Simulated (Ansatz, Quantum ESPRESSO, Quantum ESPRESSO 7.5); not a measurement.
# Conductance against width: vacuum gaps between two Na(110) faces

Wanted: T at the Fermi level along a series, and its decay constant, for vacuum gaps between two Na(110) faces.

Method: plane-wave DFT, PBE, GBRV ultrasoft pseudopotentials (cross-check by Ansatz 0.2.0 with PAW datasets), in Quantum ESPRESSO 7.5.

### Step 1. The structure

The cell holds 12 atoms: 12 Na. Its edges and angles: a = 4.200 Å, b = 3.637 Å, c = 36.668 Å, α = 90.0°, β = 90.0°, γ = 54.7°. It derives from Na. Regions: left lead, 6 atoms (6 Na); right lead, 6 atoms (6 Na). The structure is stacked along c, and the current runs across the ab planes.

Structure file:

```cif
data_structure
_symmetry_space_group_name_H-M 'P 1'
_symmetry_Int_Tables_number 1
_cell_length_a 4.2000
_cell_length_b 3.6373
_cell_length_c 36.6683
_cell_angle_alpha 90.000
_cell_angle_beta 90.000
_cell_angle_gamma 54.736
_cell_volume 457.38
loop_
_atom_site_label
_atom_site_type_symbol
_atom_site_fract_x
_atom_site_fract_y
_atom_site_fract_z
_atom_site_occupancy
Na1 Na 0.00000 0.00000 0.00000 1
Na2 Na 0.50000 0.00000 0.08099 1
Na3 Na 0.00000 0.00000 0.16198 1
Na4 Na 0.50000 0.00000 0.24298 1
Na5 Na 0.00000 0.00000 0.32397 1
Na6 Na 0.50000 0.00000 0.40496 1
Na7 Na 0.00000 0.00000 0.51405 1
Na8 Na 0.50000 0.00000 0.59504 1
Na9 Na 0.00000 0.00000 0.67603 1
Na10 Na 0.50000 0.00000 0.75702 1
Na11 Na 0.00000 0.00000 0.83802 1
Na12 Na 0.50000 0.00000 0.91901 1
```

### Step 2. Self-consistent run, 4 Å

One periodic cell holds a stretch of lead, the junction and more lead; the atoms stay as built.

j0.scf.in

```
&control
  prefix = 'j0.scf'
  outdir = './out'
  pseudo_dir = './pseudo'
  calculation = 'scf'
  tprnfor = .true.
/
&system
  ibrav = 0
  nat = 12
  ntyp = 1
  ecutwfc = 40
  ecutrho = 200
  occupations = 'smearing'
  smearing = 'mv'
  degauss = 0.01
/
&electrons
  conv_thr = 1e-07
  mixing_beta = 0.25
  electron_maxstep = 120
  mixing_mode = 'local-TF'
/
ATOMIC_SPECIES
  Na  22.9898  na_pbe_v1.5.uspp.F.UPF
CELL_PARAMETERS angstrom
  4.20000000000000 0.00000000000000 0.00000000000000
  2.10000000000000 2.96984848098350 0.00000000000000
  0.00000000000000 0.00000000000000 36.66833329081850
ATOMIC_POSITIONS crystal
  Na  0.000000000000 0.000000000000 0.000000000000
  Na  0.500000000000 0.000000000000 0.080992186294
  Na  0.000000000000 0.000000000000 0.161984372588
  Na  0.500000000000 0.000000000000 0.242976558882
  Na  0.000000000000 0.000000000000 0.323968745176
  Na  0.500000000000 0.000000000000 0.404960931470
  Na  0.000000000000 0.000000000000 0.514046882236
  Na  0.500000000000 0.000000000000 0.595039068530
  Na  0.000000000000 0.000000000000 0.676031254824
  Na  0.500000000000 0.000000000000 0.757023441118
  Na  0.000000000000 0.000000000000 0.838015627412
  Na  0.500000000000 0.000000000000 0.919007813706
K_POINTS automatic
  7 8 1 0 0 0
```

On the command line:

```bash
$ OMP_NUM_THREADS=1 mpirun -n 4 pw.x -nk 4 -in j0.scf.in > j0.scf.out
```

The log of the run:

```text
Program PWSCF v.7.5 starts
[citation notice left out]

     Parallel version (MPI & OpenMP), running on       4 processor cores
     Number of MPI processes:                 4
     Threads/MPI process:                     1

     MPI processes distributed on     1 nodes
[...]
Current dimensions of program PWSCF are:
     Max number of different atomic species (ntypx) = 10
     Max number of k-points (npk) =  40000
     Max angular momentum in pseudopotentials (lmaxx) =  4
     Message from routine setup:
     using ibrav=0 with symmetry is DISCOURAGED, use correct ibrav instead

     K-points division:     npool     =       4
     Subspace diagonalization in iterative solution of the eigenvalue problem:
     a serial algorithm will be used

     G-vector sticks info
     --------------------
     sticks:   dense  smooth     PW     G-vecs:    dense   smooth      PW
     Sum         709     561    181               147527   105387   19331

     Using Slab Decomposition

     bravais-lattice index     =            0
     lattice parameter (alat)  =       7.9368  a.u.
     unit-cell volume          =    3086.5361 (a.u.)^3
     number of atoms/cell      =           12
     number of atomic types    =            1
     number of electrons       =       108.00
     number of Kohn-Sham states=           65
     kinetic-energy cutoff     =      40.0000  Ry
     charge density cutoff     =     200.0000  Ry
     scf convergence threshold =      1.0E-07
     mixing beta               =       0.2500
     number of iterations used =            8  local-TF  mixing
     Exchange-correlation=  SLA  PW   PBX  PBC
                           (   1   4   3   4   0   0   0)

     celldm(1)=   7.936850  celldm(2)=   0.000000  celldm(3)=   0.000000
     celldm(4)=   0.000000  celldm(5)=   0.000000  celldm(6)=   0.000000

     crystal axes: (cart. coord. in units of alat)
               a(1) = (   1.000000   0.000000   0.000000 )
               a(2) = (   0.500000   0.707107   0.000000 )
               a(3) = (   0.000000   0.000000   8.730556 )

     reciprocal axes: (cart. coord. in units 2 pi/alat)
               b(1) = (  1.000000 -0.707107  0.000000 )
               b(2) = (  0.000000  1.414214  0.000000 )
               b(3) = (  0.000000  0.000000  0.114540 )

     PseudoPot. # 1 for Na read from file:
     ./pseudo/na_pbe_v1.5.uspp.F.UPF
     Pseudo is Ultrasoft, Zval =  9.0
     Generated by new atomic code, or converted to UPF format
     Using radial grid of  819 points,  5 beta functions with:
                l(1) =   0
                l(2) =   0
                l(3) =   1
                l(4) =   1
                l(5) =   2
     Q(r) pseudized with  8 coefficients,  rinner =    1.250   1.250   1.250
                                                       1.250   1.250

     atomic species   valence    mass     pseudopotential
     Na                9.00    22.98980     Na( 1.00)

      4 Sym. Ops. (no inversion) found

   Cartesian axes

     site n.     atom                  positions (alat units)
         1        Na     tau(   1) = (   0.0000000   0.0000000   0.0000000  )
         2        Na     tau(   2) = (   0.5000000   0.0000000   0.7071068  )
         3        Na     tau(   3) = (   0.0000000   0.0000000   1.4142136  )
         4        Na     tau(   4) = (   0.5000000   0.0000000   2.1213203  )
         5        Na     tau(   5) = (   0.0000000   0.0000000   2.8284271  )
         6        Na     tau(   6) = (   0.5000000   0.0000000   3.5355339  )
         7        Na     tau(   7) = (   0.0000000   0.0000000   4.4879149  )
         8        Na     tau(   8) = (   0.5000000   0.0000000   5.1950216  )
         9        Na     tau(   9) = (   0.0000000   0.0000000   5.9021284  )
        10        Na     tau(  10) = (   0.5000000   0.0000000   6.6092352  )
        11        Na     tau(  11) = (   0.0000000   0.0000000   7.3163420  )
        12        Na     tau(  12) = (   0.5000000   0.0000000   8.0234488  )

     number of k points=    29  Marzari-Vanderbilt smearing, width (Ry)=  0.0100
                       cart. coord. in units 2pi/alat
        k(    1) = (   0.0000000   0.0000000   0.0000000), wk =   0.0357143
        k(    2) = (   0.0000000   0.1767767   0.0000000), wk =   0.0714286
        k(    3) = (   0.0000000   0.3535534   0.0000000), wk =   0.0714286
        k(    4) = (   0.0000000   0.5303301   0.0000000), wk =   0.0714286
        k(    5) = (   0.0000000  -0.7071068   0.0000000), wk =   0.0357143
        k(    6) = (   0.1428571  -0.1010153   0.0000000), wk =   0.0714286
        k(    7) = (   0.1428571   0.0757614   0.0000000), wk =   0.0714286
        k(    8) = (   0.1428571   0.2525381   0.0000000), wk =   0.0714286
        k(    9) = (   0.1428571   0.4293148   0.0000000), wk =   0.0714286
        k(   10) = (   0.1428571  -0.8081220   0.0000000), wk =   0.0714286
[...]
k(   29) = (   0.4285714  -0.4798225   0.0000000), wk =   0.0714286

     Dense  grid:   147527 G-vectors     FFT dimensions: (  36,  32, 320)

     Smooth grid:   105387 G-vectors     FFT dimensions: (  32,  27, 288)

     Estimated max dynamical RAM per process >     316.17 MB

     Estimated total dynamical RAM >       1.13 GB

     Initial potential from superposition of free atoms

     starting charge     107.9245, renormalised to     108.0000
     Starting wfcs are   60 randomized atomic wfcs +    5 random wfcs

     total cpu time spent up to now is        5.3 secs

     per-process dynamical memory:   217.9 Mb

     Self-consistent Calculation

     iteration #  1     ecut=    40.00 Ry     beta= 0.25
     Davidson diagonalization with overlap
     ethr =  1.00E-02,  avg # of iterations =  5.9

     Threshold (ethr) on eigenvalues was too large:
     Diagonalizing with lowered threshold

     Davidson diagonalization with overlap
     ethr =  7.55E-05,  avg # of iterations =  8.5

     total cpu time spent up to now is       42.5 secs

     total energy              =   -1144.14127322 Ry
     estimated scf accuracy    <       0.08512798 Ry

     iteration #  2     ecut=    40.00 Ry     beta= 0.25
[...]
total energy              =   -1144.13589454 Ry
     estimated scf accuracy    <       0.05710302 Ry

     iteration #  3     ecut=    40.00 Ry     beta= 0.25
[...]
total energy              =   -1144.13775210 Ry
     estimated scf accuracy    <       0.00109454 Ry

     iteration #  4     ecut=    40.00 Ry     beta= 0.25
[...]
total energy              =   -1144.13767222 Ry
     estimated scf accuracy    <       0.00071048 Ry

     iteration #  5     ecut=    40.00 Ry     beta= 0.25
[...]
total energy              =   -1144.13767108 Ry
     estimated scf accuracy    <       0.00010494 Ry

     iteration #  6     ecut=    40.00 Ry     beta= 0.25
[...]
total energy              =   -1144.13768004 Ry
     estimated scf accuracy    <       0.00003027 Ry

     iteration #  7     ecut=    40.00 Ry     beta= 0.25
[...]
total energy              =   -1144.13768369 Ry
     estimated scf accuracy    <       0.00000430 Ry

     iteration #  8     ecut=    40.00 Ry     beta= 0.25
[...]
total energy              =   -1144.13768423 Ry
     estimated scf accuracy    <       0.00000352 Ry

     iteration #  9     ecut=    40.00 Ry     beta= 0.25
[...]
End of self-consistent calculation

          k = 0.0000 0.0000 0.0000 ( 13115 PWs)   bands (ev):

   -51.6591 -51.6591 -51.5357 -51.5357 -51.5206 -51.5206 -51.5191 -51.5181
   -51.5153 -51.5153 -51.5083 -51.5083 -23.5783 -23.5765 -23.5690 -23.5688
   -23.5670 -23.5670 -23.4652 -23.4648 -23.4542 -23.4487 -23.4487 -23.4472
   -23.4465 -23.4427 -23.4421 -23.4421 -23.4348 -23.4336 -23.4336 -23.4329
   -23.4302 -23.4273 -23.4273 -23.4269 -23.4257 -23.4250 -23.4249 -23.4248
   -23.4242 -23.4242 -23.4215 -23.4215 -23.4192 -23.4192 -23.4145 -23.4145
    -1.7751  -1.6821  -1.5923  -1.3361  -1.2177  -0.7621  -0.6297   0.0391
     0.1537   1.0585   1.1254   2.1310   2.4702   3.6764   3.7788   5.2874
     5.3372

          k = 0.0000 0.1768 0.0000 ( 13081 PWs)   bands (ev):

   -51.6589 -51.6589 -51.5354 -51.5354 -51.5203 -51.5203 -51.5188 -51.5179
   -51.5151 -51.5151 -51.5080 -51.5080 -23.5776 -23.5758 -23.5715 -23.5714
   -23.5709 -23.5706 -23.4640 -23.4637 -23.4531 -23.4506 -23.4506 -23.4474
   -23.4469 -23.4458 -23.4455 -23.4421 -23.4368 -23.4355 -23.4355 -23.4330
   -23.4322 -23.4319 -23.4319 -23.4294 -23.4290 -23.4275 -23.4269 -23.4260
   -23.4259 -23.4255 -23.4244 -23.4240 -23.4210 -23.4210 -23.4190 -23.4190
    -1.5004  -1.4080  -1.3186  -1.0637  -0.9457  -0.4924  -0.3605   0.3052
     0.4190   1.3199   1.3850   2.3768   2.7373   3.9273   4.0318   5.5271
     5.5773

          k = 0.0000 0.3536 0.0000 ( 13099 PWs)   bands (ev):

   -51.6583 -51.6582 -51.5348 -51.5348 -51.5197 -51.5197 -51.5182 -51.5173
   -51.5145 -51.5144 -51.5074 -51.5074 -23.5823 -23.5822 -23.5757 -23.5755
   -23.5751 -23.5741 -23.4613 -23.4611 -23.4579 -23.4579 -23.4553 -23.4553
   -23.4504 -23.4445 -23.4442 -23.4427 -23.4424 -23.4422 -23.4421 -23.4416
   -23.4401 -23.4401 -23.4378 -23.4368 -23.4364 -23.4362 -23.4320 -23.4312
   -23.4303 -23.4296 -23.4295 -23.4259 -23.4255 -23.4255 -23.4237 -23.4235
    -0.6850  -0.5939  -0.5055  -0.2545  -0.1378   0.3087   0.4393   1.0955
     1.2075   2.0961   2.1574   3.1158   3.5174   4.6652   4.7693   6.2129
     6.2572

          k = 0.0000 0.5303 0.0000 ( 13206 PWs)   bands (ev):

   -51.6576 -51.6576 -51.5342 -51.5341 -51.5190 -51.5190 -51.5175 -51.5167
   -51.5138 -51.5138 -51.5068 -51.5068 -23.5931 -23.5928 -23.5800 -23.5797
   -23.5737 -23.5725 -23.4689 -23.4689 -23.4599 -23.4599 -23.4585 -23.4584
   -23.4541 -23.4540 -23.4540 -23.4509 -23.4484 -23.4464 -23.4461 -23.4458
   -23.4447 -23.4447 -23.4421 -23.4419 -23.4414 -23.4399 -23.4397 -23.4382
   -23.4364 -23.4347 -23.4304 -23.4300 -23.4300 -23.4255 -23.4231 -23.4230
     0.6468   0.7355   0.8226   1.0668   1.1822   1.6166   1.7465   2.3848
     2.4964   3.3601   3.4209   4.3503   4.7270   4.7978   4.8805   4.9647
     5.1874

          k = 0.0000-0.7071 0.0000 ( 13184 PWs)   bands (ev):

   -51.6574 -51.6573 -51.5339 -51.5339 -51.5188 -51.5188 -51.5172 -51.5164
   -51.5136 -51.5136 -51.5065 -51.5065 -23.5976 -23.5972 -23.5819 -23.5815
   -23.5730 -23.5718 -23.4734 -23.4734 -23.4618 -23.4618 -23.4590 -23.4585
   -23.4585 -23.4573 -23.4572 -23.4552 -23.4512 -23.4501 -23.4484 -23.4467
   -23.4467 -23.4461 -23.4447 -23.4447 -23.4433 -23.4407 -23.4404 -23.4383
   -23.4378 -23.4365 -23.4318 -23.4318 -23.4301 -23.4254 -23.4229 -23.4227
     2.2588   2.3404   2.4245   2.6482   2.7219   2.7645   2.8133   2.9012
     3.1514   3.1648   3.2624   3.3046   3.7018   3.8150   3.8978   4.0333
     4.4420

          k = 0.1429-0.1010 0.0000 ( 13108 PWs)   bands (ev):

   -51.6590 -51.6589 -51.5355 -51.5355 -51.5204 -51.5204 -51.5189 -51.5180
   -51.5152 -51.5152 -51.5081 -51.5081 -23.5777 -23.5760 -23.5729 -23.5728
   -23.5680 -23.5679 -23.4638 -23.4636 -23.4544 -23.4530 -23.4512 -23.4459
   -23.4458 -23.4442 -23.4441 -23.4437 -23.4372 -23.4370 -23.4360 -23.4360
   -23.4300 -23.4297 -23.4293 -23.4293 -23.4287 -23.4271 -23.4259 -23.4256
   -23.4245 -23.4245 -23.4231 -23.4230 -23.4219 -23.4219 -23.4163 -23.4163
    -1.5060  -1.4136  -1.3241  -1.0692  -0.9513  -0.4979  -0.3660   0.2996
     0.4134   1.3142   1.3793   2.3715   2.7285   3.9174   4.0197   5.5078
     5.5550

[...]
the Fermi energy is     1.5118 ev

!    total energy              =   -1144.13768599 Ry
     estimated scf accuracy    <       0.00000005 Ry
     smearing contrib. (-TS)   =       0.00048535 Ry
     internal energy E=F+TS    =   -1144.13817134 Ry

     The total energy is F=E-TS. E is the sum of the following terms:
     one-electron contribution =   -1099.40752127 Ry
     hartree contribution      =     553.78861569 Ry
     xc contribution           =    -171.70674034 Ry
     ewald contribution        =    -426.81252542 Ry

     convergence has been achieved in   9 iterations

     Forces acting on atoms (cartesian axes, Ry/au):

     atom    1 type  1   force =     0.00000000    0.00000000   -0.00033559
     atom    2 type  1   force =     0.00000000    0.00000000    0.00006835
     atom    3 type  1   force =     0.00000000    0.00000000   -0.00004559
     atom    4 type  1   force =     0.00000000    0.00000000    0.00021956
     atom    5 type  1   force =     0.00000000    0.00000000    0.00013495
     atom    6 type  1   force =     0.00000000    0.00000000    0.00569294
     atom    7 type  1   force =     0.00000000    0.00000000   -0.00569143
     atom    8 type  1   force =     0.00000000    0.00000000   -0.00013522
     atom    9 type  1   force =     0.00000000    0.00000000   -0.00021992
     atom   10 type  1   force =     0.00000000    0.00000000    0.00004565
     atom   11 type  1   force =     0.00000000    0.00000000   -0.00006905
     atom   12 type  1   force =     0.00000000    0.00000000    0.00033535

     Total force =     0.008073     Total SCF correction =     0.000516

[...]
=------------------------------------------------------------------------------=
   JOB DONE.
=------------------------------------------------------------------------------=
```

It took 2.7 min on 4 MPI ranks of Arm Neoverse V1, shared host; peak memory 1.2 GiB; 11 min of CPU time.

Read from the output:

| Quantity | Value |
| --- | --- |
| free energy | -15566.7862 eV |
| Fermi energy | 1.512 eV |

The run needed 9 iterations to bring the estimated error under 1e-07 Ry; the largest force on any atom, held or free, is 0.15 eV/Å.

[end of part 1 of 4]

[Logs are printed without paths, hosts, clocks, repeated set-up lines and the standing remarks that a program may print on its own settings, such as how far it seeks lower states.]

[Hosts, paths, dates, database ids (printed as entryN), source tags and the programs' standing remarks are cut or masked in the printed files.]

[Maps of the electrostatic potential energy from Ansatz leave out the sawtooth potential of an applied field or a dipole correction, so their vacuum need not be flat; planar profiles and work functions include it.]
